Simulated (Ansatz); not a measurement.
Two G0W0 runs on GaSb (F-43m).

The database entry behind the starting cell differs from later determinations by our own check (about 0.4 % long), so it need not match the best structure at ambient conditions.

It takes space group F-43m (No. 216, cubic). The conventional cell has a = 6.118 Å, b = 6.118 Å, c = 6.118 Å, α = 90.00°, β = 90.00°, γ = 90.00°. Nearest to Ga lie 4 Sb at 2.65 Å. Nearest to Sb lie 4 Ga at 2.65 Å. Farther neighbours are not listed.

```xyz
2
Lattice="0.0000 3.0590 3.0590 3.0590 0.0000 3.0590 3.0590 3.0590 0.0000" Properties=species:S:1:pos:R:3 pbc="T T T"
Ga    0.0000    0.0000    0.0000
Sb    1.5295    1.5295    1.5295
```

The cell and positions come from the Crystallography Open Database and are kept as given unless a step says otherwise. Spin-orbit coupling is left out unless a run names it.

The first (Ansatz 0.2.0; start r2SCAN, 8×8×8 mesh, 238 empty bands, screening to 150 eV, hard PAW files; 1 × NVIDIA H100 80GB HBM3 (shared by 6 runs) with 3 threads of AMD EPYC 7R13 (Zen 3), shared host) gave, on its mesh: starting gap 0.47 eV, G0W0 gap 0.87 eV, RPA ε∞ (mean) 32.08, 2.4 min.

**Question.** The second changes mesh from 8×8×8 to 10×10×10. What does it give?

It gave: starting gap 0.47 eV, G0W0 gap 0.88 eV, RPA ε∞ (mean) 22.90, 7.2 min. The G0W0 gap moves by +0.01 eV, +0.0001 eV from the start and +0.01 eV from the correction. Σc changes by −0.06 eV at the valence top and +0.11 eV at the conduction bottom, and Σx − Vxc between them by −0.16 eV.

Limits: not at the basis limit; mesh may overstate the screening; no spin-orbit coupling.

[Paths, hosts, dates, memory and timing lines, banners, echoed tables and standing remarks are left out of the program output.]

[Logs are printed without paths, hosts, clocks, repeated set-up lines and the standing remarks that a program may print on its own settings, such as how far it seeks lower states.]

[Runs of the session that timed out or met a known fault of the program may be left out.]

[Cells called generated may have been cut or substituted from an entry of the Crystallography Open Database or the Materials Project.]

[Hosts, paths, dates, database ids (printed as entryN), source tags and the programs' standing remarks are cut or masked in the printed files.]
